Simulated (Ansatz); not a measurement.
**Work function of Re(0001): what the settings cost and change**

Aim: the work function of Re(0001) across levels of theory at one geometry.

Method: plane-wave DFT, PBE, Ansatz PAW, in the first sound run; inputs show where later runs differ, in Ansatz 0.2.0.

The experiments to compare with:

For Re (clean (0001) face, a compiled value), “Anisotropic work function of elemental crystals” (2019, arxiv:1902.07811) quotes earlier work: work function (clean (0001) face, a compiled value) 5.15 eV.

The raw output is cut from this account; settings, times and results stay.

## (1) Starting point

The cell holds 7 atoms: 7 Re. Cell: a = 2.760 Å, b = 2.760 Å, c = 31.372 Å, α = 90.0°, β = 90.0°, γ = 60.0°. Vacuum lies along c.

## (2) Run, setting PBE, Ansatz PAW (420 eV)

A work function rests on the faint tail of the density, so the SCF threshold is tight. PBE on the default files comes first; the next runs keep the geometry and change functional or files, each at the cutoff that its files recommend; a relaxation and, for heavy metals, spin-orbit coupling close the ladder.

The input, input.yaml:

```yaml
crystal:
  lattice:
    - [2.76, 0.0, 0.0]
    - [1.38, 2.3902301144, 0.0]
    - [0.0, 0.0, 31.3722]
  atoms:
    - { symbol: Re, position: [0.0, 0.0, 0.2868781915] }
    - { symbol: Re, position: [0.6666666667, 0.6666666667, 0.3579187943] }
    - { symbol: Re, position: [0.0, 0.0, 0.4289593972] }
    - { symbol: Re, position: [0.6666666667, 0.6666666667, 0.5] }
    - { symbol: Re, position: [0.0, 0.0, 0.5710406028] }
    - { symbol: Re, position: [0.6666666667, 0.6666666667, 0.6420812057] }
    - { symbol: Re, position: [0.0, 0.0, 0.7131218085] }
kpoints:
  mp_grid: { grid: [17, 17, 1] }
hamiltonian:
  xc: pbe
scf:
  occupations: { method: fermi_dirac, width: 0.1 }
  convergence: { dr2_threshold: 1.0e-09 }
efield:
  axis: 3
  dipole_correction: true
  ramp_position: 0.97
  ramp_width: 0.06
output:
  write_potential: true
  write_density: true
  volumetric_format: npy
  elf: true
```

The run is started by

```sh
ansatz run input.yaml --threads 4 --pin off --max-ram 6144MiB --backend cpu --events-out ev --progress --plain --runs-dir out
```

It took 44 s on 4 threads of AMD EPYC 7R43, shared host; peak memory 0.88 GiB.

This step gave:

```
energy at zero smearing   : -76074.1870 eV
work function, upper face : 5.030 eV
```

Running mean over 2.2287 Å of the planar mean; the ramp of the sawtooth is left out. Electron's electrostatic potential energy less the Fermi level against z:

```csv
z (Å),electron's electrostatic potential energy less the Fermi level (eV)
4,5.03
5,5.02
6,4.91
7,3.53
8,-6.20
9,-13.1
10,-13.4
11,-13.5
12,-13.5
13,-13.5
14,-13.4
15,-13.4
16,-13.4
17,-13.4
18,-13.5
19,-13.5
20,-13.5
21,-13.5
22,-13.3
23,-10.3
24,1.21
25,4.72
26,5.00
27,5.03
28,5.03
```

Electrostatic potential energy in the ca plane at fractional y = 0.000, with atoms of Re within 0.2 Å of it. With pseudopotentials it is smooth inside the atoms' cores, unlike the true potential.

Ten even steps from '0' (-61 eV) to '9' (15 eV), each cell a mean:
```
99984000489999985100379999996200168999999999
88986323689888887423589888898522489999999999
67898767898767898767898766889876899999999999
46899888998645799988998655789988999999999999
56899888998656899888898755789888899999999999
78887545788877898644788877898644689999999999
89985101589988986201479988997300278999999999
99983000379999985000279999996100168999999999
```
Columns run along c (16.0 Å, from fractional 0.36 to 0.87 of the cell; values clipped at the 3rd and 97th percentile), rows up along a (2.8 Å). Atoms in or near the plane, at fractional coordinates: Re at (0.43, 0.00), Re at (0.57, 0.00), Re at (0.71, 0.00).

Valence density in the ca plane at fractional y = 0.000, with atoms of Re within 0.2 Å of it. It is the smooth field of the valence electrons, not physical close to the nuclei.

Ten even steps from '0' (0.0 e/Å³) to '9' (6.7 e/Å³), each cell a mean:
```
00002898300000002699410000001599610000000000
00001353100000001354200000000245200000000000
11000111000111000011000011000011000000000000
21000000000121000000000122100000000000000000
21000000000111000000000111000000000000000000
10000232100010000132100011000133100000000000
00002686200000001587300000001478410000000000
00003999300000002899510000001699710000000000
```
Columns run along c (16.0 Å, from fractional 0.36 to 0.87 of the cell), rows up along a (2.8 Å). Atoms in or near the plane, at fractional coordinates: Re at (0.43, 0.00), Re at (0.57, 0.00), Re at (0.71, 0.00).

ELF in the ca plane at fractional y = 0.000, with atoms of Re within 0.2 Å of it. It is the smooth field of the valence electrons, not physical close to the nuclei.

Values, 5 rows by 16 columns, each cell a mean:
```
0.36 0.43 0.65 0.37 0.33 0.36 0.60 0.49 0.37 0.35 0.47 0.65 0.19 0.06 0.01 0.00
0.30 0.32 0.36 0.31 0.31 0.31 0.34 0.33 0.30 0.29 0.33 0.37 0.26 0.11 0.02 0.00
0.34 0.34 0.33 0.31 0.39 0.29 0.34 0.35 0.30 0.33 0.33 0.36 0.37 0.14 0.02 0.00
0.30 0.34 0.49 0.33 0.28 0.33 0.45 0.37 0.31 0.29 0.37 0.49 0.21 0.09 0.01 0.00
0.39 0.46 0.60 0.39 0.37 0.37 0.58 0.51 0.40 0.38 0.49 0.60 0.21 0.05 0.01 0.00
```
Columns run along c (16.0 Å, from fractional 0.36 to 0.87 of the cell), rows up along a (2.8 Å). Atoms in or near the plane, at fractional coordinates: Re at (0.43, 0.00), Re at (0.57, 0.00), Re at (0.71, 0.00).

The work function is 5.030 eV.

## (3) Run

This step: plane-wave DFT, LDA, Ansatz PAW (Ansatz 0.2.0).

input.yaml, as its differences from that of step 2:

```diff
@@ -16,3 +16,3 @@
 hamiltonian:
-  xc: pbe
+  xc: lda
 scf:
@@ -29,2 +29 @@
   volumetric_format: npy
-  elf: true
```

It took 35 s on 4 threads; peak memory 0.87 GiB; 81 s of CPU time.

The work function is 5.332 eV, +0.302 eV from the run “PBE, Ansatz PAW (420 eV)”, at 0.82 times its CPU time.

## (4) Slab

This step: plane-wave DFT, PBEsol, Ansatz PAW (Ansatz 0.2.0).

input.yaml, as its differences from that of step 3:

```diff
@@ -16,3 +16,3 @@
 hamiltonian:
-  xc: lda
+  xc: pbesol
 scf:
```

Wall time 34 s (4 threads); peak memory 0.88 GiB; 81 s of CPU time.

The work function is 5.147 eV, +0.117 eV from the run “PBE, Ansatz PAW (420 eV)”, at 0.81 times its CPU time.

## (5) Run

This step: plane-wave DFT, RPBE, Ansatz PAW (Ansatz 0.2.0).

input.yaml, as its differences from that of step 4:

```diff
@@ -16,3 +16,3 @@
 hamiltonian:
-  xc: pbesol
+  xc: rpbe
 scf:
```

Elapsed: 37 s, on 4 threads; peak memory 0.88 GiB; 89 s of CPU time.

The work function is 4.886 eV, -0.144 eV from the run “PBE, Ansatz PAW (420 eV)”, at 0.90 times its CPU time.

## (6) Run

This step: plane-wave DFT, r2SCAN, Ansatz PAW (Ansatz 0.2.0).

input.yaml, as its differences from that of step 5:

```diff
@@ -16,3 +16,3 @@
 hamiltonian:
-  xc: rpbe
+  xc: r2scan
 scf:
```

Wall time 68 s (4 threads); peak memory 1.4 GiB.

The work function is 5.095 eV, +0.066 eV from the run “PBE, Ansatz PAW (420 eV)”, at 1.6 times its CPU time.

## (7) Run

This step: plane-wave DFT, PBE, JTH PAW (Ansatz 0.2.0).

input.yaml, as its differences from that of step 6:

```diff
@@ -16,3 +16,4 @@
 hamiltonian:
-  xc: r2scan
+  xc: pbe
+  pseudopotentials: { kind: paw, source: jth }
 scf:
```

Elapsed: 2.6 min, on 4 threads; peak memory 3.3 GiB.

The work function is 5.031 eV, +0.001 eV from the run “PBE, Ansatz PAW (420 eV)”, at 4.2 times its CPU time.

## (8) Run

This step: plane-wave DFT, PBE, norm-conserving (Ansatz 0.2.0).

input.yaml, as its differences from that of step 7:

```diff
@@ -17,3 +17,3 @@
   xc: pbe
-  pseudopotentials: { kind: paw, source: jth }
+  pseudopotentials: { kind: nc }
 scf:
```

The job ended after 2 min (4 threads; peak memory 2.1 GiB).

The work function is 5.029 eV, -0.000 eV from the run “PBE, Ansatz PAW (420 eV)”, at 3.4 times its CPU time.

## (9) Slab

This step: plane-wave DFT, LDA, norm-conserving (Ansatz 0.2.0).

input.yaml, as its differences from that of step 8:

```diff
@@ -16,3 +16,3 @@
 hamiltonian:
-  xc: pbe
+  xc: lda
   pseudopotentials: { kind: nc }
```

It took 1.9 min on 4 threads; peak memory 2.1 GiB.

The work function is 5.336 eV, +0.306 eV from the run “PBE, Ansatz PAW (420 eV)”, at 3.3 times its CPU time.

## (10) Run, setting PBE, all layers relaxed

This step: plane-wave DFT, PBE, Ansatz PAW (Ansatz 0.2.0).

input.yaml, as its differences from that of step 9:

```diff
@@ -16,4 +16,3 @@
 hamiltonian:
-  xc: lda
-  pseudopotentials: { kind: nc }
+  xc: pbe
 scf:
@@ -26,2 +25,5 @@
   ramp_width: 0.06
+relax:
+  f_tol: 0.01
+  max_steps: 40
 output:
```

The job ended after 83 s (4 threads; peak memory 0.8 GiB; 4.4 min of CPU time).

The relaxation took 5 steps and lowered the energy by 0.12 eV; the largest force on the free atoms ends at 8.2e-4 eV/Å.

The work function is 4.936 eV, -0.093 eV from the run “PBE, Ansatz PAW (420 eV)”, at 2.6 times its CPU time.

## (11) Slab

This step: plane-wave DFT, PBE, fully relativistic PAW with spin-orbit coupling (Ansatz 0.2.0).

input.yaml, as its differences from that of step 10:

```diff
@@ -17,2 +17,3 @@
   xc: pbe
+  pseudopotentials: { kind: paw_fr }
 scf:
@@ -25,5 +26,5 @@
   ramp_width: 0.06
-relax:
-  f_tol: 0.01
-  max_steps: 40
+magnetization:
+  noncollinear: true
+  spin_orbit: true
 output:
```

Elapsed: 3.2 min, on 4 threads; peak memory 3 GiB.

The work function is 5.070 eV, +0.040 eV from the run “PBE, Ansatz PAW (420 eV)”, at 6.8 times its CPU time.

## (12) Side by side

Times are for 4 threads of AMD EPYC 7R43, shared host. Results by setting:

```csv
no.,setting,"work function, upper face (eV)",time,memory (GiB)
1,"PBE, Ansatz PAW (420 eV)",5.030,44 s,0.88
2,"LDA, Ansatz PAW (420 eV)",5.332,35 s,0.87
3,"PBEsol, Ansatz PAW (420 eV)",5.147,34 s,0.88
4,"RPBE, Ansatz PAW (420 eV)",4.886,37 s,0.88
5,"r2SCAN, Ansatz PAW (500 eV)",5.095,68 s,1.4
6,"PBE, JTH PAW (1290 eV)",5.031,2.6 min,3.3
7,"PBE, norm-conserving (980 eV)",5.029,2 min,2.1
8,"LDA, norm-conserving (980 eV)",5.336,1.9 min,2.1
9,"PBE, all layers relaxed",4.936,83 s,0.8
10,PBE with spin-orbit coupling (420 eV),5.070,3.2 min,3.0
```

## (13) The same run with other settings

This step: plane-wave DFT, PBE, Ansatz PAW (Ansatz 0.2.0).

An input spoilt on purpose, to show how the run answers: it repeats the earlier run “PBE, Ansatz PAW (420 eV)” with efield.ramp_position from 0.97 to 0.475, and scf.max_iter set to 100; its output block differs too.

input.yaml, as its differences from that of step 11:

```diff
@@ -17,3 +17,2 @@
   xc: pbe
-  pseudopotentials: { kind: paw_fr }
 scf:
@@ -21,2 +20,3 @@
   convergence: { dr2_threshold: 1.0e-09 }
+  max_iter: 100
 efield:
@@ -24,7 +24,4 @@
   dipole_correction: true
-  ramp_position: 0.97
+  ramp_position: 0.475
   ramp_width: 0.06
-magnetization:
-  noncollinear: true
-  spin_orbit: true
 output:
```

Elapsed: 0.3 s, on 4 threads; peak memory 0.45 GiB; 0.64 s of CPU time.

The program refused the input before any cycle.

The program's message: “Error: efield: ion 3 (Re) at fractional coordinate 0.5000 along the field axis lies inside the sawtooth ramp with 2 of the planes that the density is read on at each end, [0.4657, 0.5443] — the ramp m …”

The fault put into the input: the ramp among the atoms.

## (14) Results

* work function, PBE, Ansatz PAW (420 eV): 5.030 eV
* work function, LDA, Ansatz PAW (420 eV): 5.332 eV
* work function, RPBE, Ansatz PAW (420 eV): 4.886 eV
* work function, r2SCAN, Ansatz PAW (500 eV): 5.095 eV
* work function, LDA, norm-conserving (980 eV): 5.336 eV
* work function, PBE, all layers relaxed: 4.936 eV
* work function, PBE with spin-orbit coupling (420 eV): 5.070 eV

**Reading.** PBE on the default files gives 5.03 eV, and the settings tried spread the value from 4.89 to 5.34 eV. At one geometry LDA lies 0.30 eV above PBE. The choice of pseudopotentials moves the PBE value by 0.002 eV. Relaxing the layers changes it by -0.093 eV. Spin-orbit coupling, on the fully relativistic files, changes it by +0.04 eV. The ladder's slabs use the tabulated experimental lattice constant (two decimals; a low-temperature value for the alkali metals).

Calculation against experiment:

| quantity | measured | PBE, Ansatz PAW (420 eV) | PBEsol, Ansatz PAW (420 eV) | RPBE, Ansatz PAW (420 eV) | LDA, norm-conserving (980 eV) | PBE, all layers relaxed | PBE with spin-orbit coupling (420 eV) |
| --- | --- | --- | --- | --- | --- | --- | --- |
| work function (clean (0001) face, a compiled value) (eV) | 5.15 | 5.03 (-0.12 eV) | 5.15 (-0.00 eV) | 4.89 (-0.26 eV) | 5.34 (+0.19 eV) | 4.94 (-0.21 eV) | 5.07 (-0.08 eV) |

Measured values from arxiv:1902.07811 (2019).

**Verdict.** For the work function, of the levels listed nearest comes PBEsol, Ansatz PAW (420 eV) (-0.00 eV, good agreement) and farthest RPBE, Ansatz PAW (420 eV) (-0.26 eV, fair agreement).

[Long decimals in the printed logs are rounded to 6 places.]

[Logs are printed without paths, hosts, clocks, repeated set-up lines and the standing remarks that a program may print on its own settings, such as how far it seeks lower states.]

[Hosts, paths, dates, database ids (printed as entryN), source tags and the programs' standing remarks are cut or masked in the printed files.]

[Maps of the electrostatic potential energy from Ansatz leave out the sawtooth potential of an applied field or a dipole correction, so their vacuum need not be flat; planar profiles and work functions include it.]
